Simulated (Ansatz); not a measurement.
## How SnSe2 absorbs and reflects light: ground state and bands

Ansatz 0.2.0; DFT, PBE, plane-wave PAW, default files, scalar-relativistic, ground state.

First the ground state: is it a metal or has it a gap?

The input, input.yaml:

```yaml
crystal:
  lattice:
    - [3.811, 0.0, 0.0]
    - [-1.9055, 3.3004228138, 0.0]
    - [0.0, 0.0, 6.136]
  atoms:
    - { symbol: Sn, position: [0.0, 0.0, 0.0] }
    - { symbol: Se, position: [0.6666666667, 0.3333333333, 0.751] }
    - { symbol: Se, position: [0.3333333333, 0.6666666667, 0.249] }
kpoints:
  mp_grid: { grid: [7, 7, 4] }
  band_path:
    path:
      - [[0.0, 0.0, 0.0], [0.5, 0.0, 0.0], [0.33333333, 0.33333333, 0.0], [0.0, 0.0, 0.0], [0.0, 0.0, 0.5], [0.5, 0.0, 0.5], [0.33333333, 0.33333333, 0.5], [0.0, 0.0, 0.5]]
      - [[0.5, 0.0, 0.5], [0.5, 0.0, 0.0]]
      - [[0.33333333, 0.33333333, 0.0], [0.33333333, 0.33333333, 0.5]]
    npoints: 6
scf:
  occupations: { method: fermi_dirac, width: 0.05 }
  n_extra_bands: 7
hamiltonian:
  xc: pbe
  pseudopotentials: { kind: paw }
output:
  forces: true
  stress: true
  populations: true
  write_bands: true
  write_density: true
  write_potential: true
  elf: true
  volumetric_format: npy
```

Launch:

```
> ansatz run input.yaml --threads 4 --pin off --max-ram 8192MiB --backend cpu --events-out ev --progress --plain --runs-dir out
```

Before running it: what should come out for the electronic bands?

The 46 valence electrons fill 23 bands exactly, which allows a gap.

Valence density in the ac plane at fractional y = 0.000, with atoms of Sn within 0.2 Å of it. It is the smooth field of the valence electrons, not physical close to the nuclei.

ELF in the ac plane at fractional y = 0.000, with atoms of Sn within 0.2 Å of it.

This step gave:

* volume: 77.18 Å³
* gap on the path: 0.7342 eV
* least direct gap on the path: 1.104 eV

The electronic bands at the labelled points (eV, zero at the Fermi level; v1 is the highest filled band, c1 the lowest empty one):

| point | v4 | v3 | v2 | v1 | c1 | c2 | c3 | c4 |
| --- | --- | --- | --- | --- | --- | --- | --- | --- |
| Γ | -1.11 | -0.80 | -0.80 | -0.42 | 0.68 | 2.54 | 4.23 | 4.23 |
| halfway | -2.75 | -2.40 | -0.63 | -0.55 | 1.59 | 3.55 | 5.01 | 5.32 |
| M | -3.32 | -3.09 | -1.61 | -0.72 | 0.74 | 3.39 | 5.04 | 5.08 |
| halfway | -3.72 | -3.28 | -1.68 | -1.63 | 1.15 | 4.89 | 4.92 | 6.07 |
| K | -4.12 | -3.76 | -1.94 | -1.94 | 1.02 | 6.25 | 6.25 | 6.82 |
| halfway | -3.83 | -1.83 | -1.67 | -0.56 | 1.80 | 4.56 | 4.77 | 5.33 |
| Γ | -1.11 | -0.80 | -0.80 | -0.42 | 0.68 | 2.54 | 4.23 | 4.23 |
| halfway | -1.16 | -1.16 | -0.72 | -0.72 | 1.53 | 2.55 | 4.09 | 4.09 |
| A | -1.20 | -1.20 | -0.65 | -0.65 | 2.04 | 2.51 | 3.96 | 3.96 |
| halfway | -2.25 | -2.16 | -1.83 | -0.83 | 1.30 | 4.10 | 5.29 | 5.40 |
| L | -2.92 | -2.40 | -1.25 | -1.11 | 0.46 | 3.86 | 4.44 | 5.43 |
| halfway | -3.99 | -3.17 | -1.02 | -0.83 | 1.37 | 4.29 | 4.92 | 5.25 |
| H | -4.62 | -4.13 | -0.78 | -0.78 | 2.14 | 4.34 | 4.34 | 5.84 |
| halfway | -3.19 | -2.30 | -1.33 | -1.23 | 1.83 | 4.16 | 5.44 | 5.56 |
| A | -1.20 | -1.20 | -0.65 | -0.65 | 2.04 | 2.51 | 3.96 | 3.96 |
| jump to L | -2.92 | -2.40 | -1.25 | -1.11 | 0.46 | 3.86 | 4.44 | 5.43 |
| halfway | -3.01 | -2.94 | -1.22 | -0.91 | 0.40 | 3.60 | 5.25 | 5.49 |
| M | -3.32 | -3.09 | -1.61 | -0.72 | 0.74 | 3.39 | 5.04 | 5.08 |
| jump to K | -4.12 | -3.76 | -1.94 | -1.94 | 1.02 | 6.25 | 6.25 | 6.82 |
| halfway | -4.41 | -3.95 | -1.36 | -1.36 | 1.54 | 5.20 | 5.20 | 6.35 |
| H | -4.62 | -4.13 | -0.78 | -0.78 | 2.14 | 4.34 | 4.34 | 5.84 |

Values in e/Å³, 22 rows by 14 columns, each cell a mean:
```
12  8  3  1  0  0  0  0  0  0  0  1  4  9
 5  4  1  1  0  0  0  0  0  0  0  1  2  4
 1  1  1  0  0  0  0  0  0  0  0  0  1  1
 0  0  0  0  0  0  0  0  0  0  0  0  0  0
 0  0  0  0  0  0  0  0  0  0  0  0  0  0
 0  0  0  0  0  0  0  0  0  0  0  0  0  0
 0  0  0  0  0  0  0  0  0  0  0  0  0  0
 0  0  0  0  0  0  0  0  0  0  0  0  0  0
 0  0  0  0  0  0  0  0  0  0  0  0  0  0
 0  0  0  0  0  0  0  0  0  0  0  0  0  0
 0  0  0  0  0  0  0  0  0  0  0  0  0  0
 0  0  0  0  0  0  0  0  0  0  0  0  0  0
 0  0  0  0  0  0  0  0  0  0  0  0  0  0
 0  0  0  0  0  0  0  0  0  0  0  0  0  0
 0  0  0  0  0  0  0  0  0  0  0  0  0  0
 0  0  0  0  0  0  0  0  0  0  0  0  0  0
 0  0  0  0  0  0  0  0  0  0  0  0  0  0
 0  0  0  0  0  0  0  0  0  0  0  0  0  0
 1  1  0  0  0  0  0  0  0  0  0  0  1  1
 3  2  1  0  0  0  0  0  0  0  0  1  1  3
10  7  3  1  0  0  0  0  0  0  0  1  4  8
15 10  4  1  0  0  0  0  0  0  0  1  5 12
```

Ten even steps from '_' (0.00) to '@' (0.71), each cell a mean:
```
____::------::::::------..__
....----==============--::..
------==++########**++------
------++##%%%%%%%%%%**==----
::----++##@@@@@@@@%%##++--::
....::++##@@@@@@@@%%##==::..
____..==##@@@@@@@@%%**--..__
____..--++%%@@@@@@##++::____
______..--++******==--..____
________..::::::::....______
____________________________
__________..........________
______..::==++++++==::..____
____..::++##%%@@%%##==::____
____..--**@@@@@@@@%%**--..__
....::==##@@@@@@@@%%**==::..
::::--++##@@@@@@@@%%##==--::
------++##%%@@@@@@%%**==----
------==**##########++==----
..::----==++++++++++==----::
____::--------::--------..__
____..------::..::------..__
```

[Logs are printed without paths, hosts, clocks, repeated set-up lines and the standing remarks that a program may print on its own settings, such as how far it seeks lower states.]

[Hosts, paths, dates, database ids (printed as entryN), source tags and the programs' standing remarks are cut or masked in the printed files.]
